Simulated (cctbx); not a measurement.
# Interatomic vectors of Nb2SbTeIr2

Space group Cm (no. 8), a = 9.6220 Å, b = 3.3430 Å, c = 7.9790 Å, α = 90.00°, β = 119.58°, γ = 90.00°, content Ir4 Te2 Sb2 Nb4.

The data are simulated with cctbx, not measured: Ag Kα, λ = 0.56087 Å, to d = 0.75 Å, 70 % of the full sphere, strongest reflection 40000 counts, noise from counting, a 4 % proportional error and a noise floor of 2 counts (s.d.); no absorption, some extinction.

Patterson synthesis, origin scaled to 1000:

```text
Patterson group C 1 2/m 1
      u       v       w   height  length (A)
  0.000   0.000   0.000   1000.0     0.00
  0.248   0.500   0.072    355.9     2.73
  0.063   0.500   0.298    351.4     2.72
  0.187   0.500   0.625    307.4     4.51
  0.197   0.500   0.288    286.4     2.72
  0.012   0.000   0.666    282.7     2.72
  0.239   0.500   0.415    162.2     3.39
  0.057   0.500   0.639    147.1     3.60
  0.191   0.000   0.771     85.1     3.17
  0.204   0.500   0.956     49.9     2.73
  0.022   0.124   0.137     22.6     1.09
  0.172   0.367   0.147     20.7     1.93
  0.111   0.115   0.127     19.1     1.12
  0.075   0.113   0.935     16.8     1.14
```

**Question.** Which atom pairs make the peaks, and where is the heaviest atom?

A peak at u stands for all pairs with xi − xj = u, with weight Σ ZiZj against Σ Z² = 41050 at the origin. Peak heights follow these weights only roughly, since form factors, motion and series ripples differ, all vectors within 0.55 Å of a peak are counted as merged into it though the farther ones add only part of their weight, and F(000) is left out, which lowers the whole map:

| u | v | w | shortest length (Å) | height | 1000 ΣZiZj/ΣZ² | pairs in the cell |
| --- | --- | --- | --- | --- | --- | --- |
| 0.248 | 0.500 | 0.072 | 2.73 | 356 | 386 | 2 × Ir–Te, 2 × Ir–Sb |
| 0.063 | 0.500 | 0.298 | 2.72 | 351 | 386 | 2 × Ir–Te, 2 × Ir–Sb |
| 0.187 | 0.500 | 0.625 | 3.02 | 307 | 289 | 2 × Ir–Ir |
| 0.197 | 0.500 | 0.288 | 2.71 | 286 | 308 | 4 × Ir–Nb |
| 0.012 | 0.000 | 0.666 | 2.72 | 283 | 308 | 4 × Ir–Nb |
| 0.239 | 0.500 | 0.415 | 3.40 | 162 | 206 | 2 × Te–Nb, 2 × Sb–Nb |
| 0.057 | 0.500 | 0.639 | 3.60 | 147 | 206 | 2 × Te–Nb, 2 × Sb–Nb |
| 0.191 | 0.000 | 0.771 | 3.10 | 85 | 129 | 2 × Te–Sb |
| 0.204 | 0.500 | 0.956 | 2.69 | 50 | 82 | 2 × Nb–Nb |

The table stops at ten peaks or at a height of 45, below which ripples compete. In the model behind the data Ir, the heaviest element, has 2 independent sites: (0.3462, 1/2, 0.8110) and (0.6585, 1/2, 0.1856), up to an allowed shift of origin; the Ir–Ir vectors are differences of these positions and their symmetry mates. The whole model:

| atom | mult. | x | y | z | Ueq (Å²) |
| --- | --- | --- | --- | --- | --- |
| Ir1 | 2 | 0.3462 | 1/2 | 0.8110 | 0.0048 |
| Ir2 | 2 | 0.6585 | 1/2 | 0.1856 | 0.0054 |
| Te1 | 2 | 0.9040 | 1/2 | 0.1037 | 0.0059 |
| Sb1 | 2 | 0.0910 | 1/2 | 0.8788 | 0.0061 |
| Nb1 | 2 | 0.1460 | 0 | 0.5240 | 0.0067 |
| Nb2 | 2 | 0.8531 | 0 | 0.4743 | 0.0061 |

The model is made up (kin elements in a known structure type, no relaxation), so it says nothing on whether the phase exists.

[Logs are printed without paths, hosts, clocks, repeated set-up lines and the standing remarks that a program may print on its own settings, such as how far it seeks lower states.]
